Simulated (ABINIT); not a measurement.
An input for ABINIT 10.8.3 (AlN (P6_3mc)):

```
acell 3*1.0 Angstrom
rprim 
  3.113000000011 -0.000000000003 0.000000000000
  -1.556500000003 2.695937081992 0.000000000000
  0.000000000000 0.000000000000 4.981000000000
ntypat 2
znucl 13 7
natom 4
typat 1 1 2 2
xred 
  0.333333333333 0.666666666667 0.000000000000
  0.666666666667 0.333333333333 0.500000000000
  0.333333333333 0.666666666667 0.380000000000
  0.666666666667 0.333333333333 0.880000000000
pp_dirpath "pseudos"
pseudos "Al.upf, N.upf"
ecut 36
ngkpt 3 3 2
nshiftk 1
shiftk 0 0 0
kptopt 1
chksymbreak 0
istwfk *1
occopt 1
irdwfk 1
optdriver 4
nband 58
gwcalctyp 10
ecutsigx 36
symsigma 1
nkptgw 6
kptgw 
  0.0000000000 0.0000000000 0.0000000000
  0.3333333333 0.0000000000 0.0000000000
  0.3333333333 0.3333333333 0.0000000000
  0.0000000000 0.0000000000 0.5000000000
  0.3333333333 0.0000000000 0.5000000000
  0.3333333333 0.3333333333 0.5000000000
bdgw 
  1 22
  1 22
  1 22
  1 22
  1 22
  1 22
ecuteps 4.8
irdscr 1
ppmodel 1
irdqps 1
indata_prefix "in"
outdata_prefix "out"
tmpdata_prefix "tmp"
```

The database entry behind the starting cell differs from later determinations by our own check (inner coordinate u about 0.002 short), so it need not match the best structure at ambient conditions.

```sh
OMP_NUM_THREADS=1 mpirun -n 4 abinit run.abi > log
```

Q: How long will it take on 4 MPI ranks of Arm Neoverse V2, shared host, and how much memory?

It took 17 s; on shared hardware allow 8.7 s to 35 s. Peak host memory was 0.76 GiB.

[Paths, hosts, dates, memory and timing lines, banners, echoed tables and standing remarks are left out of the program output.]

[Logs are printed without paths, hosts, clocks, repeated set-up lines and the standing remarks that a program may print on its own settings, such as how far it seeks lower states.]

[Runs of the session that timed out or met a known fault of the program may be left out.]

[Hosts, paths, dates, database ids (printed as entryN), source tags and the programs' standing remarks are cut or masked in the printed files.]

[G0W0 gaps are taken among the corrected bands and points alone; a level outside them can change the order at an edge.]

[Where Ansatz stands beside ABINIT at settings called matched, ABINIT's density can come from a denser mesh and the files from another edition; pairs whose starting gaps differed by over 0.03 eV were left out, so agreement reads better than it is.]
